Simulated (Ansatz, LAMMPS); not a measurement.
# Glassy 83P2O5-17Al2O3 (mol %) (80 atoms) under strain, part 3 of 3

Aim: relax glassy 83P2O5-17Al2O3 (mol %) (80 atoms), then change its volume and shape to read moduli from the stress.

Ansatz 0.2.0; Kohn-Sham DFT, PBE, PAW (set soft_2), plane waves.

The cell: 20 P, 4 Al and 56 O. The quench rate of 6 K/ps far exceeds what a furnace or splat quench reaches. The starting topology of bonds comes from the classical model. Sampling is at Γ alone.

So far. Step 9 (Volume -10 %): The relaxation converged after 12 steps, 5.37 eV below its start, with a largest force component of 0.025 eV/Å. Step 9 (Volume -10 %): Volume -10 %: the energy stands 1.32 eV above that of the reference, at a pressure of 4.24 GPa.

## (10) Stretched by 1 % along x

The relaxed cell is strained along x alone, which gives the stiffness along x and its coupling to y and z.

File input.yaml:

```yaml
crystal:
  lattice:
    - [10.49786, -0.06139, 0.31455]
    - [-0.062, 9.967, 0.04967]
    - [0.3177, 0.04967, 10.33564]
  atoms:
    [... the 80 atom lines of step 4 ...]
kpoints:
  mp_grid: { grid: [1, 1, 1] }
hamiltonian:
  xc: pbe
scf:
  occupations: { method: fixed }
output:
  forces: true
  eigenvalues: true
  stress: true
relax:
  f_tol: 0.05
  max_steps: 70
```

Started as:

```console
> ansatz run input.yaml --threads 4 --pin off --max-ram 8192MiB --backend cpu --events-out ev --progress --plain --runs-dir out
```

Numbers of over 12 decimals in the logs are rounded to 6 here.

Log:

```text
[...]
Crystal: 80 atoms, lattice volume = 1080.377 Å³
Basis set: ecut = 420 eV, 21119 PW (Γ), exchange–correlation on 144×144×144 points (8 copies of the dense FFT grid, shifted against one another)
Bands: 304, of which v1, the nominal top of the filled ones, is band 224 counted from 1 (223 counted from 0)
Symmetry: 1 space group operations
[...]
k-points: 1
[...]
SCF iter   1: F=—  HF=-49069.471687 eV  |F-HF|=—  |Δ(HF+E_count)|=         —  Δρ=3.24e-3  dr2=1.11e-1  ethr=1.77e-3  ⟨swp⟩=6.0  Hψ=1238  notcnv=0  defer=78
[...]
SCF iter   6: F=-49069.475639 eV  HF=-49069.475641 eV  |F-HF|=1.90e-6  |Δ(HF+E_count)|=   4.32e-5  Δρ=3.99e-5  dr2=1.49e-5  ethr=1.40e-8  ⟨swp⟩=19.0  Hψ=2402  notcnv=0
SCF 1 converged in 6 iterations: F = -49069.475639 eV  dr2 = 1.49e-5
[...]
relax step   1: F+E_penalty+E_count = -49069.47563909 eV  Δ(F+E_penalty+E_count) = +0.000e0 eV  max|allowed force component| = 6.589e-1 eV/Å  Δτ_max = 0.0000 Å  (6 SCF iters, dr2 threshold 6.25e-5 eV, accepted)
[...]
relax step   2: F+E_penalty+E_count = -49069.52350423 eV  Δ(F+E_penalty+E_count) = -4.787e-2 eV  max|allowed force component| = 3.752e-1 eV/Å  Δτ_max = 0.0169 Å  (5 SCF iters, dr2 threshold 2.71e-5 eV, accepted)
[...]
relax step   3: F+E_penalty+E_count = -49069.55127915 eV  Δ(F+E_penalty+E_count) = -2.777e-2 eV  max|allowed force component| = 5.967e-2 eV/Å  Δτ_max = 0.0233 Å  (6 SCF iters, dr2 threshold 8.80e-6 eV, accepted)
[...]
relax step   4: F+E_penalty+E_count = -49069.55287627 eV  Δ(F+E_penalty+E_count) = -1.597e-3 eV  max|allowed force component| = 4.649e-2 eV/Å  Δτ_max = 0.0039 Å  (6 SCF iters, accepted)
SCF converged after 6 iterations
Free energy (F): -49069.552876 eV
[...]
Internal energy: -49069.552876 eV  (E = F + TS)
E sigma→0 (E₀):  -49069.552876 eV
Fermi energy:    2.912502 eV
[...]
--- Forces (eV/Å), atoms counted from 1 ---
  atom   1  P      0.01490767     0.00449676    -0.00973272
  atom   2  P     -0.02058386    -0.00528462    -0.00748838
  atom   3  P     -0.00867533    -0.01243981    -0.00298821
  atom   4  P     -0.02438863    -0.02131414     0.01742838
  atom   5  P     -0.04649009     0.04215671    -0.01467921
  atom   6  P     -0.01486472     0.00195473    -0.01769683
  atom   7  P     -0.04607438     0.00802784     0.00980889
  atom   8  P     -0.00502411     0.00636459    -0.03893553
  atom   9  P     -0.00931865     0.03635092     0.00274013
  atom  10  P     -0.00215488     0.00440453     0.03546790
  atom  11  P      0.02512581    -0.01760896     0.01296162
  atom  12  P     -0.00056509     0.00810766    -0.02262466
  atom  13  P     -0.03764725     0.01374921    -0.00170629
  atom  14  P      0.01429401    -0.01672345     0.01520694
[...]
atom  79  O      0.00862433     0.01443650     0.00410637
  atom  80  O     -0.00490323    -0.04090329    -0.00203081
  max |Σ_I F_I| component: 6.61e-5 eV/Å
--- Stress (GPa, compression-positive) ---
       -1.029190      -0.101028       0.126647
       -0.101037      -0.303208      -0.029957
        0.126646      -0.029952      -0.321495
  P = ⅓ Tr σ = -0.5513 GPa (-5.513 kbar)
--- Band table (eV) ---
[...]
--- Relaxed structure (4 steps of the walk, 4 accepted, 0 SCFs on fresh bases) ---
  F+E_penalty+E_count = -49069.55287627 eV   max|allowed force component| = 4.649e-2 eV/Å
  atoms:
    - { symbol: P, position: [0.420284, 0.939399, 0.885176] }
    - { symbol: P, position: [0.161636, 0.868103, 0.021188] }
    - { symbol: P, position: [0.043314, 0.018643, 0.684695] }
    - { symbol: P, position: [0.732054, 0.691835, 0.219239] }
[...]
- { symbol: O, position: [0.302089, 0.188295, 0.641924] }
```

The job ended after 38 s (4 threads of Intel Xeon Platinum 8259CL at 2.50GHz (Skylake/Cascade Lake), shared host; peak memory 1.3 GiB).

The relaxation converged after 4 steps, 0.0772 eV below its start, with a largest force component of 0.046 eV/Å.

Stretched by 1 % along x: the energy stands 0.0295 eV above that of the reference, at a pressure of -0.551 GPa.

## (11) Compressed by 1 % along x

The relaxed cell is strained along x alone, which gives the stiffness along x and its coupling to y and z.

input.yaml, the sections that differ from step 10:

```yaml
crystal:
  lattice:
    - [10.28998, -0.06139, 0.31455]
    - [-0.06078, 9.967, 0.04967]
    - [0.3114, 0.04967, 10.33564]
  atoms:
    [... the 80 atom lines of step 4 ...]
# kpoints, hamiltonian, scf, output, relax: as in step 10
```

Log:

```text
[...]
Crystal: 80 atoms, lattice volume = 1058.983 Å³
Basis set: ecut = 420 eV, 20685 PW (Γ), exchange–correlation on 144×144×144 points (8 copies of the dense FFT grid, shifted against one another)
Bands: 304, of which v1, the nominal top of the filled ones, is band 224 counted from 1 (223 counted from 0)
Symmetry: 1 space group operations
[...]
k-points: 1
[...]
SCF iter   1: F=—  HF=-49069.458986 eV  |F-HF|=—  |Δ(HF+E_count)|=         —  Δρ=3.26e-3  dr2=1.07e-1  ethr=1.77e-3  ⟨swp⟩=6.0  Hψ=1230  notcnv=0  defer=78
[...]
SCF iter   5: F=—  HF=-49069.465138 eV  |F-HF|=—  |Δ(HF+E_count)|=   9.26e-5  Δρ=1.42e-4  dr2=1.99e-4  ethr=1.53e-7  ⟨swp⟩=3.0  Hψ=436  notcnv=0  defer=78
SCF iter   6: F=-49069.465093 eV  HF=-49069.465096 eV  |F-HF|=2.23e-6  |Δ(HF+E_count)|=   4.21e-5  Δρ=3.88e-5  dr2=1.40e-5  ethr=1.40e-8  ⟨swp⟩=20.0  Hψ=2494  notcnv=0
SCF 1 converged in 6 iterations: F = -49069.465093 eV  dr2 = 1.40e-5
[...]
relax step   1: F+E_penalty+E_count = -49069.46509332 eV  Δ(F+E_penalty+E_count) = +0.000e0 eV  max|allowed force component| = 7.136e-1 eV/Å  Δτ_max = 0.0000 Å  (6 SCF iters, dr2 threshold 6.25e-5 eV, accepted)
[...]
relax step   2: F+E_penalty+E_count = -49069.51620750 eV  Δ(F+E_penalty+E_count) = -5.111e-2 eV  max|allowed force component| = 3.895e-1 eV/Å  Δτ_max = 0.0163 Å  (5 SCF iters, dr2 threshold 3.18e-5 eV, accepted)
[...]
relax step   3: F+E_penalty+E_count = -49069.54503649 eV  Δ(F+E_penalty+E_count) = -2.883e-2 eV  max|allowed force component| = 5.351e-2 eV/Å  Δτ_max = 0.0235 Å  (6 SCF iters, dr2 threshold 9.48e-6 eV, accepted)
[...]
relax step   4: F+E_penalty+E_count = -49069.54656312 eV  Δ(F+E_penalty+E_count) = -1.527e-3 eV  max|allowed force component| = 4.386e-2 eV/Å  Δτ_max = 0.0036 Å  (6 SCF iters, accepted)
SCF converged after 6 iterations
Free energy (F): -49069.546563 eV
[...]
Internal energy: -49069.546563 eV  (E = F + TS)
E sigma→0 (E₀):  -49069.546563 eV
Fermi energy:    3.079278 eV
[...]
Σ components = -49069.546563   (vs F -49069.546563, Δ=0.00e0)
--- Forces (eV/Å), atoms counted from 1 ---
  atom   1  P     -0.01577362     0.00405796     0.01402113
  atom   2  P      0.02472459     0.00269210     0.00796594
  atom   3  P      0.01039810     0.01342603    -0.00627890
  atom   4  P      0.03063145     0.01483920    -0.01186052
[...]
atom  80  O      0.00462656     0.02564773    -0.00175395
  max |Σ_I F_I| component: 6.36e-5 eV/Å
--- Stress (GPa, compression-positive) ---
        1.093734       0.085513      -0.101430
        0.085504       0.329201       0.028325
       -0.101433       0.028331       0.357073
  P = ⅓ Tr σ = 0.5933 GPa (5.933 kbar)
--- Band table (eV) ---
[...]
--- Relaxed structure (4 steps of the walk, 4 accepted, 0 SCFs on fresh bases) ---
  F+E_penalty+E_count = -49069.54656312 eV   max|allowed force component| = 4.386e-2 eV/Å
  atoms:
    - { symbol: P, position: [0.419486, 0.939708, 0.882115] }
    - { symbol: P, position: [0.158880, 0.865923, 0.019103] }
    - { symbol: P, position: [0.045935, 0.020204, 0.686056] }
    - { symbol: P, position: [0.732761, 0.690966, 0.218812] }
[...]
- { symbol: O, position: [0.300671, 0.191824, 0.640009] }
```

Run time: 30 s. Hardware: 4 threads; peak memory 1.3 GiB.

The relaxation converged after 4 steps, 0.0815 eV below its start, with a largest force component of 0.044 eV/Å.

Compressed by 1 % along x: the energy stands 0.0358 eV above that of the reference, at a pressure of 0.593 GPa.

## (12) Sheared by 2 % in xy

A shear of the relaxed cell gives the modulus that volume changes can't reach.

input.yaml, the sections that differ from step 11:

```yaml
crystal:
  lattice:
    - [10.39331, 0.04255, 0.31455]
    - [0.03828, 9.96639, 0.04967]
    - [0.31505, 0.05282, 10.33564]
  atoms:
    [... the 80 atom lines of step 4 ...]
# kpoints, hamiltonian, scf, output, relax: as in step 11
```

Log:

```text
[...]
Crystal: 80 atoms, lattice volume = 1069.574 Å³
Basis set: ecut = 420 eV, 20923 PW (Γ), exchange–correlation on 144×144×144 points (8 copies of the dense FFT grid, shifted against one another)
Bands: 304, of which v1, the nominal top of the filled ones, is band 224 counted from 1 (223 counted from 0)
Symmetry: 1 space group operations
[...]
k-points: 1
[...]
SCF iter   1: F=—  HF=-49069.452416 eV  |F-HF|=—  |Δ(HF+E_count)|=         —  Δρ=3.27e-3  dr2=1.10e-1  ethr=1.77e-3  ⟨swp⟩=6.0  Hψ=1229  notcnv=0  defer=78
[...]
SCF iter   5: F=—  HF=-49069.457080 eV  |F-HF|=—  |Δ(HF+E_count)|=   9.04e-5  Δρ=1.41e-4  dr2=1.99e-4  ethr=1.60e-7  ⟨swp⟩=3.0  Hψ=461  notcnv=0  defer=78
SCF iter   6: F=-49069.457036 eV  HF=-49069.457038 eV  |F-HF|=2.66e-6  |Δ(HF+E_count)|=   4.15e-5  Δρ=3.99e-5  dr2=1.50e-5  ethr=1.40e-8  ⟨swp⟩=20.0  Hψ=2628  notcnv=0
SCF 1 converged in 6 iterations: F = -49069.457036 eV  dr2 = 1.50e-5
[...]
relax step   1: F+E_penalty+E_count = -49069.45703554 eV  Δ(F+E_penalty+E_count) = +0.000e0 eV  max|allowed force component| = 6.184e-1 eV/Å  Δτ_max = 0.0000 Å  (6 SCF iters, dr2 threshold 6.25e-5 eV, accepted)
[...]
relax step   2: F+E_penalty+E_count = -49069.51306151 eV  Δ(F+E_penalty+E_count) = -5.603e-2 eV  max|allowed force component| = 3.460e-1 eV/Å  Δτ_max = 0.0247 Å  (5 SCF iters, dr2 threshold 2.39e-5 eV, accepted)
[...]
relax step   3: F+E_penalty+E_count = -49069.54664859 eV  Δ(F+E_penalty+E_count) = -3.359e-2 eV  max|allowed force component| = 6.430e-2 eV/Å  Δτ_max = 0.0355 Å  (6 SCF iters, dr2 threshold 7.48e-6 eV, accepted)
relax step   4: F+E_penalty+E_count = -49069.48630998 eV  Δ(F+E_penalty+E_count) = +6.034e-2 eV  max|allowed force component| = 4.940e-1 eV/Å  Δτ_max = 0.1169 Å  (9 SCF iters, rejected (line search))
relax step   5: F+E_penalty+E_count = -49069.55281427 eV  Δ(F+E_penalty+E_count) = -6.166e-3 eV  max|allowed force component| = 5.893e-2 eV/Å  Δτ_max = 0.0255 Å  (9 SCF iters, accepted)
relax step   6: F+E_penalty+E_count = -49069.55123362 eV  Δ(F+E_penalty+E_count) = +1.581e-3 eV  max|allowed force component| = 1.327e-1 eV/Å  Δτ_max = 0.0329 Å  (9 SCF iters, rejected (line search))
[...]
relax step   7: F+E_penalty+E_count = -49069.55571818 eV  Δ(F+E_penalty+E_count) = -2.904e-3 eV  max|allowed force component| = 3.330e-2 eV/Å  Δτ_max = 0.0160 Å  (8 SCF iters, accepted)
SCF converged after 8 iterations
Free energy (F): -49069.555718 eV
[...]
Internal energy: -49069.555718 eV  (E = F + TS)
E sigma→0 (E₀):  -49069.555718 eV
Fermi energy:    3.009212 eV
[...]
Σ components = -49069.555718   (vs F -49069.555718, Δ=0.00e0)
--- Forces (eV/Å), atoms counted from 1 ---
  atom   1  P     -0.00081523    -0.01706848     0.00693079
  atom   2  P      0.00872020     0.00909398     0.01320623
  atom   3  P     -0.01467288     0.00247290    -0.01180632
  atom   4  P      0.00489410     0.01481096    -0.00491898
[...]
atom  80  O      0.01289378    -0.00275261     0.00327132
  max |Σ_I F_I| component: 4.86e-5 eV/Å
--- Stress (GPa, compression-positive) ---
       -0.110076      -0.517909      -0.089310
       -0.517917      -0.208727      -0.010225
       -0.089312      -0.010220      -0.005555
  P = ⅓ Tr σ = -0.1081 GPa (-1.081 kbar)
--- Band table (eV) ---
[...]
--- Relaxed structure (7 steps of the walk, 5 accepted, 0 SCFs on fresh bases) ---
  F+E_penalty+E_count = -49069.55571818 eV   max|allowed force component| = 3.330e-2 eV/Å
  atoms:
    - { symbol: P, position: [0.421063, 0.940938, 0.883234] }
    - { symbol: P, position: [0.163489, 0.864834, 0.017869] }
    - { symbol: P, position: [0.045166, 0.018323, 0.685022] }
    - { symbol: P, position: [0.733477, 0.691651, 0.219310] }
[...]
- { symbol: O, position: [0.299780, 0.191680, 0.640266] }
```

It took 60 s on 4 threads; peak memory 1.3 GiB.

The relaxation converged after 7 steps, 0.0987 eV below its start, with a largest force component of 0.033 eV/Å.

Sheared by 2 % in xy: the energy stands 0.0267 eV above that of the reference, at a pressure of -0.108 GPa.

## (13) Pressure against volume

Atoms are relaxed at each volume, in the scaled cell.

| volume change (%) | volume (Å³/atom) | energy change (meV/atom) | pressure (GPa) | largest move on relaxing (Å) | bonds | gap (eV) |
| --- | --- | --- | --- | --- | --- | --- |
| -10 | 12.034 | 16.56 | 4.24 | 0.67 | 101 | 4.36 |
| -6 | 12.569 | 5.64 | 2.33 | 0.38 | 101 | 4.16 |
| -3 | 12.970 | 1.37 | 1.14 | 0.21 | 101 | 3.99 |
| +0 | 13.371 | 0.00 | 0.00 | - | 101 | 3.78 |
| +3 | 13.772 | 1.13 | -1.09 | 0.39 | 101 | 3.54 |
| +6 | 14.173 | 5.41 | -2.34 | 0.44 | 101 | 3.29 |

## (14) Uniaxial strain and shear

Stress (GPa, compression positive) less that of the relaxed cell, atoms relaxed:

| strain | xx | yy | zz | xy | energy change (meV/atom) |
| --- | --- | --- | --- | --- | --- |
| stretched by 1 % along x | -1.043 | -0.295 | -0.327 | -0.099 | 0.37 |
| compressed by 1 % along x | 1.080 | 0.337 | 0.352 | 0.088 | 0.45 |
| sheared by 2 % in xy | -0.124 | -0.201 | -0.011 | -0.516 | 0.33 |

## (15) Findings

The bulk modulus, from the slope of pressure against ln V over the three points nearest the relaxed volume, is 37.2 GPa; between neighbouring points the slope runs 44, 38, 37, 37 and 43 GPa from the smallest volume up, without a steady fall, so no pressure derivative is given. At -10 % some atom moved by over 0.5 Å on relaxing, so that point may sit in another local minimum. The gap goes from 4.36 eV at the smallest volume to 3.29 eV at the largest, -6.5 eV per unit of ln V by a straight line, on the run's k-points. In the Cartesian axes of the cell, finite differences give C11 = 106, C12 = 31.6, C13 = 33.9 and C66 = 25.8 GPa (the shear of 2 % is the engineering strain, εxy = 0.01). The mean of C11, C12 and C13, which equals the bulk modulus in a cubic or isotropic solid, is 57.2 GPa: it lies 54 % over the bulk modulus from the volumes. For an isotropic solid C66 would equal (C11 − C12)/2 = 37.3 GPa; so small a sample needn't be isotropic, and C66 rests on one shear. With the bulk modulus and C66 as K and G, Young's modulus would be about 63 GPa and Poisson's ratio 0.22.

**Limits.** Strains are finite and relaxations stop at the force tolerance of the input, which can leave moduli too stiff; they are those of a static cell at zero temperature. Volumes are changed with the cell's shape held, so in an anisotropic solid the modulus lies over the one under free hydrostatic load. The program notes that the SCF threshold of the relaxations is loose for the stress.

The DFT runs together took 16 min of wall time.

[Logs are printed without paths, hosts, clocks, repeated set-up lines and the standing remarks that a program may print on its own settings, such as how far it seeks lower states.]

[Hosts, paths, dates, database ids (printed as entryN), source tags and the programs' standing remarks are cut or masked in the printed files.]
